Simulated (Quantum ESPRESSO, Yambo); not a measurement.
# Quasiparticle gap of SiO2 (Quartz) in Yambo, part 2 of 3

Aim: the G0W0 gap of SiO2 (Quartz) on LDA, step by step.

Quantum ESPRESSO 7.5 and Yambo 5.3.0; LDA and many-body steps on it, plane waves. Known limits of the many-body steps: not at the basis limit; coarse k mesh.

So far. Step 2 (Ground state): The gap is indirect, with the least direct gap 0.32 eV higher. Step 3 (Bands along the symmetry lines): The gap is 5.801 eV, as in the run before at this level.

### Step 4. Empty states on the mesh, 3×3×2 mesh, 496 bands

Level of this step: DFT, LDA, plane waves, norm-conserving pseudopotentials (Quantum ESPRESSO).

The sums over transitions need many empty states on a uniform mesh; this step solves for them.

Input file pw.in:

```
&control
  calculation = 'nscf'
  prefix = 'x'
  outdir = 'o'
  pseudo_dir = 'pseudo'
/
&system
  ibrav = 0
  nat = 9
  ntyp = 2
  ecutwfc = 72.0
  nbnd = 496
  force_symmorphic = .true.
/
&electrons
  conv_thr = 1e-9
  electron_maxstep = 80
  diago_full_acc = .true.
  diago_thr_init = 5e-6
/
ATOMIC_SPECIES
  Si 28.085 Si.upf
  O 15.999 O.upf
CELL_PARAMETERS angstrom
  4.9158000000 0.0000000000 0.0000000000
  -2.4579000000 4.2572076799 0.0000000000
  0.0000000000 0.0000000000 5.4091000000
ATOMIC_POSITIONS crystal
  Si 0.5303000000 0.0000000000 0.3333333333
  Si 0.0000000000 0.5303000000 0.6666666667
  Si 0.4697000000 0.4697000000 0.0000000000
  O 0.1462000000 0.4142000000 0.8810000000
  O 0.5858000000 0.7320000000 0.2143333333
  O 0.2680000000 0.8538000000 0.5476666667
  O 0.4142000000 0.1462000000 0.1190000000
  O 0.7320000000 0.5858000000 0.7856666667
  O 0.8538000000 0.2680000000 0.4523333333
K_POINTS automatic
  3 3 2 0 0 0
```

The run is started by

```bash
$ OMP_NUM_THREADS=1 mpirun -n 4 pw.x -nk 4 -in pw.in > pw.out
```

Log:

```text
[banner, memory and clock lines left out]
Program PWSCF v.7.5 starts

     Atomic positions and unit cell read from directory:
     o/x.save/

     Message from routine setup:
     using ibrav=0 with symmetry is DISCOURAGED, use correct ibrav instead

     G-vector sticks info

     bravais-lattice index     =            0
     lattice parameter (alat)  =       9.2895  a.u.
     unit-cell volume          =     763.9073 (a.u.)^3
     number of atoms/cell      =            9
     number of atomic types    =            2
     number of electrons       =        48.00
     number of Kohn-Sham states=          496
     kinetic-energy cutoff     =      72.0000  Ry
     charge density cutoff     =     288.0000  Ry
     Exchange-correlation= SLA  PW   NOGX NOGC
                           (   1   4   0   0   0   0   0)

     celldm(1)=   9.289516  celldm(2)=   0.000000  celldm(3)=   0.000000
     celldm(4)=   0.000000  celldm(5)=   0.000000  celldm(6)=   0.000000

     crystal axes: (cart. coord. in units of alat)
               a(1) = (   1.000000   0.000000   0.000000 )
               a(2) = (  -0.500000   0.866025   0.000000 )
               a(3) = (   0.000000   0.000000   1.100350 )

     reciprocal axes: (cart. coord. in units 2 pi/alat)
               b(1) = (  1.000000  0.577350 -0.000000 )
               b(2) = (  0.000000  1.154701  0.000000 )
               b(3) = (  0.000000 -0.000000  0.908802 )
     Pseudo is Norm-conserving + core correction, Zval =  4.0
     Generated using ONCVPSP code by D. R. Hamann
     Using radial grid of 1510 points,  6 beta functions with:
     Pseudo is Norm-conserving + core correction, Zval =  6.0
     Generated using ONCVPSP code by D. R. Hamann
     Using radial grid of  926 points,  5 beta functions with:
     Si                4.00    28.08500     Si( 1.00)
     O                 6.00    15.99900     O ( 1.00)

      2 Sym. Ops. (no inversion) found

   Cartesian axes

     site n.     atom                  positions (alat units)
         1        Si     tau(   1) = (   0.5303000   0.0000000   0.3667833  )
         2        Si     tau(   2) = (  -0.2651500   0.4592533   0.7335666  )
         3        Si     tau(   3) = (   0.2348500   0.4067721   0.0000000  )
         4        O      tau(   4) = (  -0.0609000   0.3587077   0.9694083  )
         5        O      tau(   5) = (   0.2198000   0.6339306   0.2358417  )
         6        O      tau(   6) = (  -0.1589000   0.7394125   0.6026250  )
         7        O      tau(   7) = (   0.3411000   0.1266129   0.1309416  )
         8        O      tau(   8) = (   0.4391000   0.5073177   0.8645082  )
         9        O      tau(   9) = (   0.7198000   0.2320948   0.4977249  )

     number of k points=     8
                       cart. coord. in units 2pi/alat
        k(    1) = (   0.0000000   0.0000000   0.0000000), wk =   0.1111111
        k(    2) = (   0.0000000   0.0000000  -0.4544009), wk =   0.1111111
        k(    3) = (   0.0000000   0.3849002   0.0000000), wk =   0.4444444
[...]
k(    7) = (  -0.3333333   0.1924501   0.0000000), wk =   0.2222222
        k(    8) = (  -0.3333333   0.1924501  -0.4544009), wk =   0.2222222

     Dense  grid:    63145 G-vectors     FFT dimensions: (  54,  54,  60)

     The potential is recalculated from file :
     o/x.save/charge-density

     Starting wfcs are   36 randomized atomic wfcs +  460 random wfcs

     Band Structure Calculation

     End of band structure calculation

          k = 0.0000 0.0000 0.0000 (  7935 PWs)   bands (ev):

   -16.9641 -15.3827 -15.3827 -14.7118 -14.6689 -14.6689  -6.1251  -6.1251
    -3.3212  -3.2978  -3.1291  -3.1291  -0.8184  -0.8184  -0.5568  -0.3047
     0.6468   0.6468   0.6786   1.1626   1.1626   1.4807   1.8479   1.8479
[...]
[... 50 further rows ...]
[...]
k = 0.0000 0.0000-0.4544 (  7912 PWs)   bands (ev):

[...]
[... 50 further rows ...]
[...]
k = 0.0000 0.3849 0.0000 (  7882 PWs)   bands (ev):

[...]
[... 50 further rows ...]
   142.4088 142.6423 143.0902 143.1210 143.3135 143.5515 143.6367 143.9156
   144.0855 144.2848 144.4750 144.9349 145.0153 145.2670 145.2988 145.4051

          k = 0.0000 0.3849-0.4544 (  7896 PWs)   bands (ev):

     [... further k-points ...]

     highest occupied, lowest unoccupied level (ev):     2.1721    7.9734

     XML data file, pseudopotentials, collected wavefunctions
```

The job ended after 2.7 min (4 MPI ranks of Arm Neoverse V1, shared host; peak memory 1.6 GiB; 11 min of CPU time).

This step gave:

```yaml
gap: 5.801 eV
k_of_the_valence_top: 0.3333, 0.3333, 0
k_of_the_conduction_bottom: 0, 0, 0
least_direct_gap: 6.125 eV
k_points_computed: 8
lowest_point_of_the_top_converged_band_above_the_valence_top: 142.3008 eV
```

On this mesh the gap is 5.801 eV.

### Step 5. Conversion and set-up

This step: Yambo 5.3.0; conversion and set-up on LDA, plane waves, norm-conserving pseudopotentials.

The states are converted to the many-body program's format and the q mesh is built.

The run is started by

```bash
$ (cd o/x.save; p2y > p2y.log; mv SAVE ../..); yambo > setup.log
```

Log:

```text
 Yambo, version 5.3.0

 [02] CORE Variables Setup
 =========================

  [02.01] Unit cells
  ==================

  Cell kind             :  HCP
  Atoms in the cell     :  Si  O
  number of Si atoms    :  3
  number of O  atoms    :   6

  List of atomic masses
  Mass of Si    :  28.08500
  Mass of O     :  15.99900

  List of atomic coordinates    : [cc]
  Si1       :  4.926230  0.000000  3.407239  order 1
  Si2       : -2.463115  4.266240  6.814478  order 2
  Si3       :  2.181643  3.778716  0.000000  order 3
  O1       : -0.565732  3.332221  9.005333  order 4
  O2       :  2.041836  5.888908  2.190855  order 5
  O3       : -1.476104  6.868784  5.598094  order 6
  O4       :  3.168654  1.176173  1.216384  order 7
  O5       :  4.079026  4.712736  8.030863  order 8
  O6       :  6.686593  2.156048  4.623624  order 9

  Alat factors          :   9.28952   8.04496  10.22172 [a.u.]
  Direct lattice volume :  763.9073 [a.u.]
  Direct lattice vectors:  A[ 1 ]  A[ 2 ]  A[ 3 ]
   A[ 1 ]:  1.000000  0.000000  0.000000  [iru]
   9.289516  0.000000  0.000000  [cc]
   A[ 2 ]: -0.500000  1.000000  0.000000  [iru]
  -4.644758  8.044957  0.000000  [cc]
   A[ 3 ]:  0.000000  0.000000  1.000000  [iru]
    0.00000   0.00000  10.22172  [cc]

  Recip. lattice volume :  0.324712 [a.u.]
  Recip. lattice vectors:  B[ 1 ]  B[ 2 ]  B[ 3 ]
   B[ 1 ]:  1.000000  0.500000  0.000000  [iku]
   0.676374  0.390505 -0.000000  [cc]
   B[ 2 ]:  0.000000  1.000000  0.000000  [iku]
   0.000000  0.781009  0.000000  [cc]
   B[ 3 ]:  0.000000  0.000000  1.000000  [iku]
   0.000000 -0.000000  0.614690  [cc]

  [02.02] Symmetries
  ==================

  Inversion symmetry    : yes
  Spatial inversion     : no
  Inversion index       :  3
  K-space Time-reversal : yes
  Magnetic symmetries   : no
  Time-reversal derived K-space symmetries:   3   4
  Group table correct   : yes
  Symmetries units      :  [cc]

   [S 1]:   1.0000       0.0000       0.0000      0.18933E-16   1.0000       0.0000       0.0000       0.0000       1.0000
   [S 2]: -0.500000  0.866025  0.000000  0.866025  0.500000  0.000000  0.000000  0.000000 -1.000000
   [S*3]:  -1.0000      -0.0000      -0.0000     -0.18933E-16  -1.0000      -0.0000      -0.0000      -0.0000      -1.0000
   [S*4]:  0.500000 -0.866025 -0.000000 -0.866025 -0.500000 -0.000000 -0.000000 -0.000000  1.000000

  [02.03] Reciprocal space
  ========================

  nG shells         :  2772
  nG charge         :   63145
  nG WFs            :   9381
  nC WFs            :   7935
  G-vecs. in first 80 shells:  [ Number ]
     1    3    9   21   23   29   41   53   59
    71   83   85   97  109  121  145  157  163
   187  199  211  213  225  237  243  267  279
[...]
973   997  1009  1011  1035  1047  1071  1083
  ...
  Shell energy in first 80 shells:  [ mHa ]
[...]
K_min[ 3 ] :  0.000000  0.000000 -0.500000 [rlu]
  Grid dimensions      :  3  3  2
  K lattice UC volume  :  0.018040 [a.u.]

  IBZ K-points                                      :   8
  BZ  K-points                                      :  18

  K/Q-points units:
  rlu = crystal or reduced units; cc = cartesian coordinates; iku = interal k-units

  K [1]          [rlu]:  0.000000  0.000000  0.000000
         WF components:   7935
  K [2]          [rlu]:  0.000000  0.000000 -0.500000
         WF components:   7912
  K [3]          [rlu]:  0.000000  0.333333  0.000000
         WF components:   7882
  K [4]          [rlu]:  0.000000  0.333333 -0.500000
         WF components:   7896
  K [5]          [rlu]:  0.333333  0.333333  0.000000
         WF components:   7866
  [... 2 further k-points ...]
  K [8]          [rlu]: -0.333333  0.333333 -0.500000
         WF components:   7896

  [02.05] Energies & Occupations
  ==============================

  [X] === General ===
  [X] Electronic Temperature                        :  0.000000  0.000000 [eV K]
  [X] Bosonic    Temperature                        :  0.000000  0.000000 [eV K]
  [X] Finite Temperature mode                       : no
  [X] El. density                                   :  0.42403E+24 [cm-3]
  [X] Fermi Level                                   :  2.172053 [eV]

  [X] === Gaps and Widths ===
  [X] Conduction Band Min                           :  5.801365 [eV]
  [X] Valence Band Max                              :  0.000000 [eV]
  [X] Filled Bands                                  :  24
  [X] Empty Bands                                   :    25   496
  [X] Direct Gap                                    :  6.125498 [eV]
  [X] Direct Gap localized at k                     :  1
  [X] Indirect Gap                                  :  5.801365 [eV]
  [X] Indirect Gap between kpts                     :   5   1
  [X] Last valence band width                       :  0.596915 [eV]
  [X] 1st conduction band width                     :  3.097078 [eV]

  E @ K [1]:  [eV]
  -19.13618 -17.55474 -17.55474 -16.88388 -16.84100 -16.84100  -8.29712  -8.29712
[...]
occ @ K [1]
[...]
E @ K [2]:  [eV]
[...]
occ @ K [2]
[...]
E @ K [3]:  [eV]
[...]
occ @ K [3]
[...]
E @ K [4]:  [eV]
[...]
occ @ K [4]
[...]
E @ K [5]:  [eV]
[...]
occ @ K [5]
[...]
[... 2 further k-points ...]
  E @ K [8]:  [eV]
[...]
occ @ K [8]
[...]
0.000000  0.000000  0.000000  0.000000  0.000000  0.000000  0.000000  0.000000
   0.000000  0.000000  0.000000  0.000000  0.000000  0.000000  0.000000  0.000000

 [03] Transferred momenta grid and indexing
 ==========================================

 IBZ Q-points                                      :   8
 BZ  Q-points                                      :  18

 K/Q-points units:
 rlu = crystal or reduced units; cc = cartesian coordinates; iku = interal k-units

 Q [1]          [rlu]:  0.000000  0.000000  0.000000
 Q [2]          [rlu]:  0.000000  0.000000 -0.500000
 Q [3]          [rlu]:  0.72872E-17  0.33333       0.0000
[...]
Q [7]          [rlu]: -0.333333  0.333333  0.000000
 Q [8]          [rlu]: -0.333333  0.333333 -0.500000

  [03.01] X indexes
  =================

   [03.01.01] Sigma indexes
   ========================

 [06] Game Over & Game summary
```

The job ended after 2.8 s (1 MPI rank; peak memory 0.24 GiB).

(Continued in part 3 of 3.)

[Paths, hosts, dates, memory and timing lines, banners, echoed tables and standing remarks are left out of the program output.]

[Logs are printed without paths, hosts, clocks, repeated set-up lines and the standing remarks that a program may print on its own settings, such as how far it seeks lower states.]

[Runs of the session that timed out or met a known fault of the program may be left out.]

[Hosts, paths, dates, database ids (printed as entryN), source tags and the programs' standing remarks are cut or masked in the printed files.]
